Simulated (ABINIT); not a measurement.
# Converging GW for SiO2 (P3_221) in ABINIT

Aim: raise bands and screening cutoff together for SiO2 (P3_221) and follow gap and time.

Calculated with ABINIT 10.8.3; PBE and many-body steps on it, plane waves.

Most raw output is cut from this account.

### 1. The structure

It takes space group P3_221 (No. 154, trigonal). Conventional cell: a = 4.916 Å, b = 4.916 Å, c = 5.408 Å, α = 90.00°, β = 90.00°, γ = 120.00°. Si has 4 O at 1.61 Å nearest. Nearest to O lie 2 Si at 1.61 Å. Farther neighbours and most contacts between anions are not listed.

The cell and positions come from the Crystallography Open Database and are kept as given unless a step says otherwise.

### 2. Empty states on the mesh, 3×3×2 mesh, 584 bands

This step: ABINIT 10.8.3; DFT, PBE, plane waves, norm-conserving pseudopotentials.

The sums over transitions need many empty states on a uniform mesh; this step solves for them.

Input file run.abi:

```
acell 3*1.0 Angstrom
rprim 
  4.916359999971 0.000000000007 0.000000000000
  -2.458179999991 4.257692654122 0.000000000000
  0.000000000000 0.000000000000 5.408400000000
ntypat 2
znucl 14 8
natom 9
typat 1 1 1 2 2 2 2 2 2
xred 
  0.469730000000 0.000000000000 0.666666666667
  0.000000000000 0.469730000000 0.333333333333
  0.530270000000 0.530270000000 -0.000000000000
  0.413540000000 0.267580000000 0.785580000000
  0.732420000000 0.145960000000 0.452246666667
  0.854040000000 0.586460000000 0.118913333333
  0.267580000000 0.413540000000 0.214420000000
  0.145960000000 0.732420000000 0.547753333333
  0.586460000000 0.854040000000 0.881086666667
pp_dirpath "pseudos"
pseudos "Si.upf, O.upf"
ecut 36
ngkpt 3 3 2
nshiftk 1
shiftk 0 0 0
kptopt 1
chksymbreak 0
iscf -2
irdden 1
istwfk *1
nband 584
nbdbuf 52
tolwfr 1e-09
nstep 60
prtvol 0
indata_prefix "in"
outdata_prefix "out"
tmpdata_prefix "tmp"
```

The run is started by

```bash
OMP_NUM_THREADS=1 mpirun -n 4 abinit run.abi > log
```

Wall time 16 min (4 MPI ranks of Arm Neoverse V1, shared host); peak memory 0.8 GiB; 63 min of CPU time.

Numbers from this step:

| Item | Value |
| --- | --- |
| gap | 6.031 eV |
| k of the valence top | 0.3333, 0.3333, 0 |
| k of the conduction bottom | 0, 0, 0 |
| least direct gap | 6.346 eV |
| k points computed | 6 |
| lowest point of the top converged band, above the valence top | 150.6474 eV |

On this mesh the gap is 6.031 eV.

The density comes from a self-consistent run that is not shown.

### 3. Screening, 3×3×2 mesh, 124 bands, screening to 93.3 eV

The RPA dielectric matrix is built and inverted for each q.

This step: RPA screening on PBE, plane waves, norm-conserving pseudopotentials.

Edit run.abi of step 2 so:

```diff
@@ -27,10 +27,11 @@
 chksymbreak 0
-iscf -2
-irdden 1
 istwfk *1
-nband 584
-nbdbuf 52
-tolwfr 1e-09
-nstep 60
-prtvol 0
+occopt 1
+irdwfk 1
+optdriver 3
+nband 124
+ecuteps 3.43
+inclvkb 2
+awtr 1
+symchi 1
 indata_prefix "in"
```

Run time: 58 s. Hardware: 4 MPI ranks; peak memory 1.3 GiB; 3.9 min of CPU time.

Numbers from this step:

```yaml
eps_infinity_with_local_fields_on_this_mesh_along_the_program_s_q_direction: 2.347
the_same_without_local_fields: 2.526
plasma_frequency: 24.18 eV
plane_waves_in_the_screening_matrix: 225
```

Local fields lower ε∞ by 7 %. On a Γ-centred mesh this coarse the value itself is usually too large, while a short band sum pulls it down.

### 4. 124 bands, 93.3 eV

The self-energy is evaluated for the states that the input lists, and the levels follow from it, in one-shot runs by the linearised quasiparticle equation.

This step: G0W0 on PBE, plane waves, norm-conserving pseudopotentials.

Edit run.abi of step 3 so:

```diff
@@ -30,8 +30,19 @@
 irdwfk 1
-optdriver 3
+optdriver 4
 nband 124
+gwcalctyp 0
+ecutsigx 36
+symsigma 1
+nkptgw 3
+kptgw 
+  0.3333333333 0.3333333333 0.0000000000
+  0.0000000000 0.0000000000 0.0000000000
+  0.0000000000 0.0000000000 0.5000000000
+bdgw 
+  22 26
+  23 27
+  22 26
 ecuteps 3.43
-inclvkb 2
-awtr 1
-symchi 1
+irdscr 1
+ppmodel 1
 indata_prefix "in"
```

The job ended after 12 s (4 MPI ranks; peak memory 0.93 GiB; 49 s of CPU time).

Numbers from this step:

| Quantity | Value |
| --- | --- |
| G0W0 gap on the points computed | 8.503 eV |
| starting gap on the mesh | 6.031 eV |
| k of the valence top | 0.3333, 0.3333, 0 |
| k of the conduction bottom | 0, 0, 0 |
| Z at the valence top | 0.822 |
| Z at the conduction bottom | 0.874 |
| least direct G0W0 gap on the computed points | 8.905 eV |

The gap on the mesh goes from 6.03 eV to 8.50 eV, a correction of +2.47 eV.

### 5. Screening, 3×3×2 mesh, 177 bands, screening to 123.5 eV

This step: RPA screening on PBE, plane waves, norm-conserving pseudopotentials.

Edit run.abi of step 4 so:

```diff
@@ -30,19 +30,8 @@
 irdwfk 1
-optdriver 4
-nband 124
-gwcalctyp 0
-ecutsigx 36
-symsigma 1
-nkptgw 3
-kptgw 
-  0.3333333333 0.3333333333 0.0000000000
-  0.0000000000 0.0000000000 0.0000000000
-  0.0000000000 0.0000000000 0.5000000000
-bdgw 
-  22 26
-  23 27
-  22 26
-ecuteps 3.43
-irdscr 1
-ppmodel 1
+optdriver 3
+nband 177
+ecuteps 4.54
+inclvkb 2
+awtr 1
+symchi 1
 indata_prefix "in"
```

Run time: 2.1 min. Hardware: 4 MPI ranks; peak memory 2.1 GiB; 8.4 min of CPU time.

This step gave:

```yaml
eps_infinity_with_local_fields_on_this_mesh_along_the_program_s_q_direction: 2.333
the_same_without_local_fields: 2.537
plasma_frequency: 24.18 eV
plane_waves_in_the_screening_matrix: 363
```

### 6. 177 bands, 123.5 eV

This step: G0W0 on PBE, plane waves, norm-conserving pseudopotentials.

Edit run.abi of step 5 so:

```diff
@@ -30,8 +30,19 @@
 irdwfk 1
-optdriver 3
+optdriver 4
 nband 177
+gwcalctyp 0
+ecutsigx 36
+symsigma 1
+nkptgw 3
+kptgw 
+  0.3333333333 0.3333333333 0.0000000000
+  0.0000000000 0.0000000000 0.0000000000
+  0.0000000000 0.0000000000 0.5000000000
+bdgw 
+  22 26
+  23 27
+  22 26
 ecuteps 4.54
-inclvkb 2
-awtr 1
-symchi 1
+irdscr 1
+ppmodel 1
 indata_prefix "in"
```

It took 34 s on 4 MPI ranks; peak memory 1.6 GiB; 2.3 min of CPU time.

Numbers from this step:

| Property | Result |
| --- | --- |
| G0W0 gap on the points computed | 8.561 eV |
| starting gap on the mesh | 6.031 eV |
| k of the valence top | 0.3333, 0.3333, 0 |
| k of the conduction bottom | 0, 0, 0 |
| Z at the valence top | 0.819 |
| Z at the conduction bottom | 0.871 |
| least direct G0W0 gap on the computed points | 8.959 eV |

Against G0W0 in ABINIT (3×3×2 mesh, 124 bands, screening to 93.3 eV, Godby-Needs plasmon pole), the gap moves by +0.058 eV.

### 7. Screening, 3×3×2 mesh, 260 bands, screening to 164.9 eV

This step: RPA screening on PBE, plane waves, norm-conserving pseudopotentials.

Edit run.abi of step 6 so:

```diff
@@ -30,19 +30,8 @@
 irdwfk 1
-optdriver 4
-nband 177
-gwcalctyp 0
-ecutsigx 36
-symsigma 1
-nkptgw 3
-kptgw 
-  0.3333333333 0.3333333333 0.0000000000
-  0.0000000000 0.0000000000 0.0000000000
-  0.0000000000 0.0000000000 0.5000000000
-bdgw 
-  22 26
-  23 27
-  22 26
-ecuteps 4.54
-irdscr 1
-ppmodel 1
+optdriver 3
+nband 260
+ecuteps 6.06
+inclvkb 2
+awtr 1
+symchi 1
 indata_prefix "in"
```

Elapsed: 4 min, on 4 MPI ranks; peak memory 2.6 GiB.

Numbers from this step:

```
ε∞ with local fields, on this mesh, along the program's q direction : 2.326
the same without local fields                                       : 2.543
plasma frequency                                                    : 24.18 eV
plane waves in the screening matrix                                 : 563
```

### 8. 260 bands, 164.9 eV

This step: G0W0 on PBE, plane waves, norm-conserving pseudopotentials.

Edit run.abi of step 7 so:

```diff
@@ -30,8 +30,19 @@
 irdwfk 1
-optdriver 3
+optdriver 4
 nband 260
+gwcalctyp 0
+ecutsigx 36
+symsigma 1
+nkptgw 3
+kptgw 
+  0.3333333333 0.3333333333 0.0000000000
+  0.0000000000 0.0000000000 0.0000000000
+  0.0000000000 0.0000000000 0.5000000000
+bdgw 
+  22 26
+  23 27
+  22 26
 ecuteps 6.06
-inclvkb 2
-awtr 1
-symchi 1
+irdscr 1
+ppmodel 1
 indata_prefix "in"
```

The job ended after 1.7 min (4 MPI ranks; peak memory 2.4 GiB; 6.8 min of CPU time).

Numbers from this step:

- G0W0 gap on the points computed: 8.648 eV
- starting gap on the mesh: 6.031 eV
- k of the valence top: 0.3333, 0.3333, 0
- k of the conduction bottom: 0, 0, 0
- least direct G0W0 gap on the computed points: 9.04 eV

Against G0W0 in ABINIT (3×3×2 mesh, 177 bands, screening to 123.5 eV, Godby-Needs plasmon pole), the gap moves by +0.087 eV.

### 9. Screening, 3×3×2 mesh, 374 bands, screening to 214.4 eV

This step: RPA screening on PBE, plane waves, norm-conserving pseudopotentials.

Edit run.abi of step 8 so:

```diff
@@ -30,19 +30,8 @@
 irdwfk 1
-optdriver 4
-nband 260
-gwcalctyp 0
-ecutsigx 36
-symsigma 1
-nkptgw 3
-kptgw 
-  0.3333333333 0.3333333333 0.0000000000
-  0.0000000000 0.0000000000 0.0000000000
-  0.0000000000 0.0000000000 0.5000000000
-bdgw 
-  22 26
-  23 27
-  22 26
-ecuteps 6.06
-irdscr 1
-ppmodel 1
+optdriver 3
+nband 374
+ecuteps 7.88
+inclvkb 2
+awtr 1
+symchi 1
 indata_prefix "in"
```

The job ended after 7.6 min (4 MPI ranks; peak memory 2.8 GiB).

This step gave:

- ε∞ with local fields, on this mesh, along the program's q direction: 2.325
- the same without local fields: 2.545
- plasma frequency: 24.18 eV
- plane waves in the screening matrix: 799

### 10. 374 bands, 214.4 eV

This step: G0W0 on PBE, plane waves, norm-conserving pseudopotentials.

Edit run.abi of step 9 so:

```diff
@@ -30,8 +30,19 @@
 irdwfk 1
-optdriver 3
+optdriver 4
 nband 374
+gwcalctyp 0
+ecutsigx 36
+symsigma 1
+nkptgw 3
+kptgw 
+  0.3333333333 0.3333333333 0.0000000000
+  0.0000000000 0.0000000000 0.0000000000
+  0.0000000000 0.0000000000 0.5000000000
+bdgw 
+  22 26
+  23 27
+  22 26
 ecuteps 7.88
-inclvkb 2
-awtr 1
-symchi 1
+irdscr 1
+ppmodel 1
 indata_prefix "in"
```

Elapsed: 4.7 min, on 4 MPI ranks; peak memory 3.2 GiB; 19 min of CPU time.

Numbers from this step:

```yaml
g0w0_gap_on_the_points_computed: 8.72 eV
starting_gap_on_the_mesh: 6.031 eV
k_of_the_valence_top: 0.3333, 0.3333, 0
k_of_the_conduction_bottom: 0, 0, 0
least_direct_g0w0_gap_on_the_computed_points: 9.107 eV
```

Against G0W0 in ABINIT (3×3×2 mesh, 260 bands, screening to 164.9 eV, Godby-Needs plasmon pole), the gap moves by +0.072 eV.

### 11. Screening, 3×3×2 mesh, 532 bands, screening to 274.8 eV

This step: RPA screening on PBE, plane waves, norm-conserving pseudopotentials.

Edit run.abi of step 10 so:

```diff
@@ -30,19 +30,8 @@
 irdwfk 1
-optdriver 4
-nband 374
-gwcalctyp 0
-ecutsigx 36
-symsigma 1
-nkptgw 3
-kptgw 
-  0.3333333333 0.3333333333 0.0000000000
-  0.0000000000 0.0000000000 0.0000000000
-  0.0000000000 0.0000000000 0.5000000000
-bdgw 
-  22 26
-  23 27
-  22 26
-ecuteps 7.88
-irdscr 1
-ppmodel 1
+optdriver 3
+nband 532
+ecuteps 10.1
+inclvkb 2
+awtr 1
+symchi 1
 indata_prefix "in"
```

The job ended after 17 min (4 MPI ranks; peak memory 4.4 GiB).

This step gave:

```yaml
eps_infinity_with_local_fields_on_this_mesh_along_the_program_s_q_direction: 2.322
the_same_without_local_fields: 2.546
plasma_frequency: 24.18 eV
plane_waves_in_the_screening_matrix: 1155
```

### 12. 532 bands, 274.8 eV

This step: G0W0 on PBE, plane waves, norm-conserving pseudopotentials.

Edit run.abi of step 11 so:

```diff
@@ -30,8 +30,19 @@
 irdwfk 1
-optdriver 3
+optdriver 4
 nband 532
+gwcalctyp 0
+ecutsigx 36
+symsigma 1
+nkptgw 3
+kptgw 
+  0.3333333333 0.3333333333 0.0000000000
+  0.0000000000 0.0000000000 0.0000000000
+  0.0000000000 0.0000000000 0.5000000000
+bdgw 
+  22 26
+  23 27
+  22 26
 ecuteps 10.1
-inclvkb 2
-awtr 1
-symchi 1
+irdscr 1
+ppmodel 1
 indata_prefix "in"
```

Run time: 14 min. Hardware: 4 MPI ranks; peak memory 5.7 GiB.

Numbers from this step:

```
G0W0 gap on the points computed              : 8.782 eV
starting gap on the mesh                     : 6.031 eV
k of the valence top                         : 0.3333, 0.3333, 0
k of the conduction bottom                   : 0, 0, 0
least direct G0W0 gap on the computed points : 9.164 eV
```

Against G0W0 in ABINIT (3×3×2 mesh, 374 bands, screening to 214.4 eV, Godby-Needs plasmon pole), the gap moves by +0.062 eV.

### 13. Side by side

Times are wall times on 4 MPI ranks of Arm Neoverse V1, shared host, good to a factor of about two. A run's time includes the screening step that it read.

| run | mesh | bands | screening cutoff (eV) | DFT gap (eV) | gap on the mesh (eV) | direct (eV) | ε∞ used | time |
| --- | --- | --- | --- | --- | --- | --- | --- | --- |
| 124 bands, 93.3 eV | 3×3×2 | 124 | 93.3 | 6.031 | 8.503 | 8.905 | 2.35 | 70 s |
| 177 bands, 123.5 eV | 3×3×2 | 177 | 123.5 | 6.031 | 8.561 | 8.959 | 2.33 | 2.7 min |
| 260 bands, 164.9 eV | 3×3×2 | 260 | 164.9 | 6.031 | 8.648 | 9.040 | 2.33 | 5.7 min |
| 374 bands, 214.4 eV | 3×3×2 | 374 | 214.4 | 6.031 | 8.720 | 9.107 | 2.32 | 12 min |
| 532 bands, 274.8 eV | 3×3×2 | 532 | 274.8 | 6.031 | 8.782 | 9.164 | 2.32 | 31 min |

### 14. Results

```yaml
124_bands_93p3_ev: 8.503 eV
177_bands_123p5_ev: 8.561 eV
260_bands_164p9_ev: 8.648 eV
374_bands_214p4_ev: 8.720 eV
532_bands_274p8_ev: 8.782 eV
known_limits: not at the basis limit; coarse k mesh
```

From the first rung to the last the gap moves by +0.28 eV for 26 times the time. In the G0W0 runs levels were corrected at 3 k points alone, so a gap called «on the mesh» is the least over those, and an edge elsewhere would be missed. The 3×3×2 mesh is coarse for this cell, which bears on the long-range parts of exchange and screening.

[Paths, hosts, dates, memory and timing lines, banners, echoed tables and standing remarks are left out of the program output.]

[Logs are printed without paths, hosts, clocks, repeated set-up lines and the standing remarks that a program may print on its own settings, such as how far it seeks lower states.]

[Runs of the session that timed out or met a known fault of the program may be left out.]

[Hosts, paths, dates, database ids (printed as entryN), source tags and the programs' standing remarks are cut or masked in the printed files.]

[G0W0 gaps are taken among the corrected bands and points alone; a level outside them can change the order at an edge.]

[Where Ansatz stands beside ABINIT at settings called matched, ABINIT's density can come from a denser mesh and the files from another edition; pairs whose starting gaps differed by over 0.03 eV were left out, so agreement reads better than it is.]
